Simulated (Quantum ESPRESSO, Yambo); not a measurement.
# SnO2 (Cassiterite): G0W0 in Yambo against the screening cutoff

Aim: move the screening cutoff of a G0W0 run on SnO2 (Cassiterite) over a wide range.

Program: Yambo 5.3.0. Level of theory: PBE and many-body steps on it, plane waves. Results are calculated unless marked as measured.

Report form: the programs' logs are mostly left out.

## Step 1: Starting point

Symmetry: P4_2/mnm, No. 136, tetragonal system. Conventional cell: a = 4.738 Å, b = 4.738 Å, c = 3.187 Å, α = 90.00°, β = 90.00°, γ = 90.00°. Sn has 6 O at 2.05 to 2.06 Å nearest. O has 3 Sn at 2.05 to 2.06 Å nearest. Farther neighbours and most contacts between anions are not listed.

As a file:

```cif
data_structure
_symmetry_space_group_name_H-M 'P4_2/mnm'
_symmetry_Int_Tables_number 136
_cell_length_a 4.7380
_cell_length_b 4.7380
_cell_length_c 3.1865
_cell_angle_alpha 90.000
_cell_angle_beta 90.000
_cell_angle_gamma 90.000
_cell_volume 71.53
loop_
_atom_site_label
_atom_site_type_symbol
_atom_site_symmetry_multiplicity
_atom_site_Wyckoff_symbol
_atom_site_fract_x
_atom_site_fract_y
_atom_site_fract_z
_atom_site_occupancy
Sn1 Sn 2 a 0.00000 0.00000 0.00000 1
O1 O 4 f 0.30710 0.30710 0.00000 1
```

The cell and positions come from the Crystallography Open Database and are kept as given unless a step says otherwise.

## Step 2: 1.75 Ha

This step: Yambo 5.3.0; G0W0 on PBE, plane waves, norm-conserving pseudopotentials.

Now the one-shot GW correction: screening in the RPA, then the self-energy of the levels asked for.

File gw7.in:

```
HF_and_locXC
gw0
dyson
ppa
em1d
rim_cut
RandQpts= 1000000
RandGvec= 1 RL
EXXRLvcs= 84 Ry
VXCRLvcs= 336 Ry
Chimod= "HARTREE"
% BndsRnXp
 1 | 88 |
%
NGsBlkXp= 3.5 Ry
% LongDrXp
 1 | 1 | 1 |
%
% GbndRnge
 1 | 88 |
%
DysSolver= "n"
ExtendOut
PPAPntXp= 27.21138 eV
% QPkrange
 1 | 1 | 33 | 36 |
%
```

Launch:

```bash
$ OMP_NUM_THREADS=2 mpirun -n 4 yambo -F gw7.in -J gw7 -C gw7 > gw7.log
```

It took 83 s on 4 MPI ranks of Arm Neoverse V2, shared host; peak memory 4 GiB; 9.2 min of CPU time.

Numbers from this step:

- G0W0 gap on the points computed: 2.736 eV
- starting gap on the mesh: 1.289 eV
- k of the valence top: 0, 0, 0
- k of the conduction bottom: 0, 0, 0
- least direct G0W0 gap on the computed points: 2.736 eV
- Z at the valence top: 0.7953
- Z at the conduction bottom: 0.8491

The gap on the mesh goes from 1.29 eV to 2.74 eV, a correction of +1.45 eV.

## Step 3: 2.75 Ha

File gw8.in:

```
HF_and_locXC
gw0
dyson
ppa
em1d
rim_cut
RandQpts= 1000000
RandGvec= 1 RL
EXXRLvcs= 84 Ry
VXCRLvcs= 336 Ry
Chimod= "HARTREE"
% BndsRnXp
 1 | 88 |
%
NGsBlkXp= 5.5 Ry
% LongDrXp
 1 | 1 | 1 |
%
% GbndRnge
 1 | 88 |
%
DysSolver= "n"
ExtendOut
PPAPntXp= 27.21138 eV
% QPkrange
 1 | 1 | 33 | 36 |
%
```

Launch:

```bash
$ OMP_NUM_THREADS=2 mpirun -n 4 yambo -F gw8.in -J gw8 -C gw8 > gw8.log
```

Wall time 93 s (4 MPI ranks); peak memory 4 GiB.

This step gave:

```
G0W0 gap on the points computed              : 2.740 eV
starting gap on the mesh                     : 1.289 eV
k of the valence top                         : 0, 0, 0
k of the conduction bottom                   : 0, 0, 0
least direct G0W0 gap on the computed points : 2.740 eV
Z at the valence top                         : 0.7893
Z at the conduction bottom                   : 0.8446
```

Against the run before, the gap moves by +0.003 eV.

## Step 4: 5.5 Ha

File gw9.in:

```
HF_and_locXC
gw0
dyson
ppa
em1d
rim_cut
RandQpts= 1000000
RandGvec= 1 RL
EXXRLvcs= 84 Ry
VXCRLvcs= 336 Ry
Chimod= "HARTREE"
% BndsRnXp
 1 | 88 |
%
NGsBlkXp= 11 Ry
% LongDrXp
 1 | 1 | 1 |
%
% GbndRnge
 1 | 88 |
%
DysSolver= "n"
ExtendOut
PPAPntXp= 27.21138 eV
% QPkrange
 1 | 1 | 33 | 36 |
%
```

Launch:

```bash
$ OMP_NUM_THREADS=2 mpirun -n 4 yambo -F gw9.in -J gw9 -C gw9 > gw9.log
```

Wall time 2.3 min (4 MPI ranks); peak memory 4 GiB; 16 min of CPU time.

This step gave:

```
G0W0 gap on the points computed              : 2.810 eV
starting gap on the mesh                     : 1.289 eV
k of the valence top                         : 0, 0, 0
k of the conduction bottom                   : 0, 0, 0
least direct G0W0 gap on the computed points : 2.810 eV
```

Against the run before, the gap moves by +0.070 eV.

## Step 5: 7 Ha

File gw10.in:

```
HF_and_locXC
gw0
dyson
ppa
em1d
rim_cut
RandQpts= 1000000
RandGvec= 1 RL
EXXRLvcs= 84 Ry
VXCRLvcs= 336 Ry
Chimod= "HARTREE"
% BndsRnXp
 1 | 88 |
%
NGsBlkXp= 14 Ry
% LongDrXp
 1 | 1 | 1 |
%
% GbndRnge
 1 | 88 |
%
DysSolver= "n"
ExtendOut
PPAPntXp= 27.21138 eV
% QPkrange
 1 | 1 | 33 | 36 |
%
```

Launch:

```bash
$ OMP_NUM_THREADS=2 mpirun -n 4 yambo -F gw10.in -J gw10 -C gw10 > gw10.log
```

Elapsed: 3.2 min, on 4 MPI ranks; peak memory 4 GiB.

This step gave:

```yaml
g0w0_gap_on_the_points_computed: 2.828 eV
starting_gap_on_the_mesh: 1.289 eV
k_of_the_valence_top: 0, 0, 0
k_of_the_conduction_bottom: 0, 0, 0
least_direct_g0w0_gap_on_the_computed_points: 2.828 eV
```

Against the run before, the gap moves by +0.018 eV.

## Step 6: 8.75 Ha

File gw11.in:

```
HF_and_locXC
gw0
dyson
ppa
em1d
rim_cut
RandQpts= 1000000
RandGvec= 1 RL
EXXRLvcs= 84 Ry
VXCRLvcs= 336 Ry
Chimod= "HARTREE"
% BndsRnXp
 1 | 88 |
%
NGsBlkXp= 17.5 Ry
% LongDrXp
 1 | 1 | 1 |
%
% GbndRnge
 1 | 88 |
%
DysSolver= "n"
ExtendOut
PPAPntXp= 27.21138 eV
% QPkrange
 1 | 1 | 33 | 36 |
%
```

Launch:

```bash
$ OMP_NUM_THREADS=2 mpirun -n 4 yambo -F gw11.in -J gw11 -C gw11 > gw11.log
```

Wall time 6.1 min (4 MPI ranks); peak memory 4 GiB.

This step gave:

| Item | Value |
| --- | --- |
| G0W0 gap on the points computed | 2.838 eV |
| starting gap on the mesh | 1.289 eV |
| k of the valence top | 0, 0, 0 |
| k of the conduction bottom | 0, 0, 0 |
| least direct G0W0 gap on the computed points | 2.838 eV |

Against the run before, the gap moves by +0.011 eV.

## Step 7: Side by side

Times are wall times on 4 MPI ranks of Arm Neoverse V2, shared host, good to a factor of about two.

```
    run   mesh  bands  screening cutoff (eV)  DFT gap (eV)  gap on the mesh (eV)  direct (eV)     time
1.75 Ha  4×4×4     88                   47.6         1.289                 2.736        2.736     83 s
2.75 Ha  4×4×4     88                   74.8         1.289                 2.740        2.740     93 s
 5.5 Ha  4×4×4     88                  149.7         1.289                 2.810        2.810  2.3 min
   7 Ha  4×4×4     88                  190.5         1.289                 2.828        2.828  3.2 min
8.75 Ha  4×4×4     88                  238.1         1.289                 2.838        2.838  6.1 min
```

## Step 8: What came out

```yaml
1p75_ha: 2.736 eV
2p75_ha: 2.740 eV
5p5_ha: 2.810 eV
7_ha: 2.828 eV
8p75_ha: 2.838 eV
known_limits: not at the basis limit; no spin-orbit coupling; coarse k mesh
```

What this shows: The setting moved: screening cutoff. From 1.75 Ha to 8.75 Ha the gap moves by +0.10 eV, for 4.4 times the time. The last step still moves it by +0.011 eV. Bands and screening cutoff are coupled, so a series along one setting does not show full convergence. Bands and cutoff are finite, so the gap is not at the basis limit. The miss can reach some tenths of an eV and take either sign; the mesh is an error of its own. In the G0W0 runs levels were corrected at 1 k point alone, so a gap called «on the mesh» is the least over those, and an edge elsewhere would be missed. The 4×4×4 mesh is coarse for this cell, which bears on the long-range parts of exchange and screening. The many-body steps are scalar-relativistic: spin-orbit coupling is not in them.

[Paths, hosts, dates, memory and timing lines, banners, echoed tables and standing remarks are left out of the program output.]

[Logs are printed without paths, hosts, clocks, repeated set-up lines and the standing remarks that a program may print on its own settings, such as how far it seeks lower states.]

[Runs of the session that timed out or met a known fault of the program may be left out.]

[Hosts, paths, dates, database ids (printed as entryN), source tags and the programs' standing remarks are cut or masked in the printed files.]
